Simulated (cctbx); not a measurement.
# Which space group?

Cell: a = 5.9890 Å, b = 5.9890 Å, c = 4.6350 Å, α = 90.00°, β = 90.00°, γ = 120.00°. Expected content of the cell: Hf5 Yb1.

Simulated single-crystal data (cctbx): synchrotron X-rays, λ = 0.7749 Å, to d = 0.75 Å, 70 % of the full sphere, strongest reflection 40000 counts, noise from counting, a 6 % proportional error and a noise floor of 15 counts (s.d.); no absorption, some extinction.

Tests on the unmerged data give:

```text
968 reflections to d = 0.754 A
centring   violations  <I/sigma> of those
    A        449 of   497     12.7
    B        450 of   498     12.7
    C        479 of   479     13.5
    I        441 of   489     12.6
    R        629 of   658     13.5
    F        689 of   737     12.9
Laue class    unique    Rint  (classes that these axes allow; Friedel mates merged)
P -1              621   0.034
P 1 1 2/m         375   0.034
P -3              233   0.040
P -3 1 m          138   0.042
P -3 m 1          152   0.042
P 6/m             133   0.043
P 6/m m m          95   0.043
space group    extra absences  I>4sigma  <I/sigma>
P 6 2 2                 0          0         -  acentric
P 63 2 2                4          0       0.4  acentric
P 6 m m                 0          0         -  acentric
P -6 m 2                0          0         -  acentric
P -6 2 m                0          0         -  acentric
P 6/m m m               0          0         -  centric
Wilson B = 0.81 A^2   <|E^2-1|> = 0.763 (0.968 centric, 0.736 acentric)   E^2>4: 0.0 %
shell (A)         n   <I/sigma>
 5.19 - 1.43     20     34.2
 1.43 - 1.14     14     41.7
 1.14 - 1.00     12     41.7
 1.00 - 0.91     16     44.3
 0.91 - 0.84     10     36.2
 0.84 - 0.79     12     46.6
 0.79 - 0.75     11     31.0
```

**Question.** What are the lattice type, the Laue class and the likely space group?

Every centring test has many violations, so the lattice is primitive.

Rint stays low (0.034 to 0.043) up to P 6/m m m, the highest class in these axes.

6 settings pass the absence test. The most absences obeyed, 4, belong to P 63 2 2 alone.

⟨|E²−1|⟩ = 0.763 leans to a non-centrosymmetric structure. Here that hint misleads: the statistic assumes many like atoms on general positions, and few, heavy or special-position atoms break it. The Wilson B of 0.81 Å² means U ≈ 0.0103 Å².

The true group is P6/mmm (no. 191), Laue class 6/mmm, centrosymmetric. It passes the tests but isn't the first choice, because the arrangement of the atoms makes further classes of reflections very weak or absent.

The model was made for the exercise: a known structure type with other elements put in, its volume estimated, not relaxed; displacement parameters are assumed.

[Logs are printed without paths, hosts, clocks, repeated set-up lines and the standing remarks that a program may print on its own settings, such as how far it seeks lower states.]
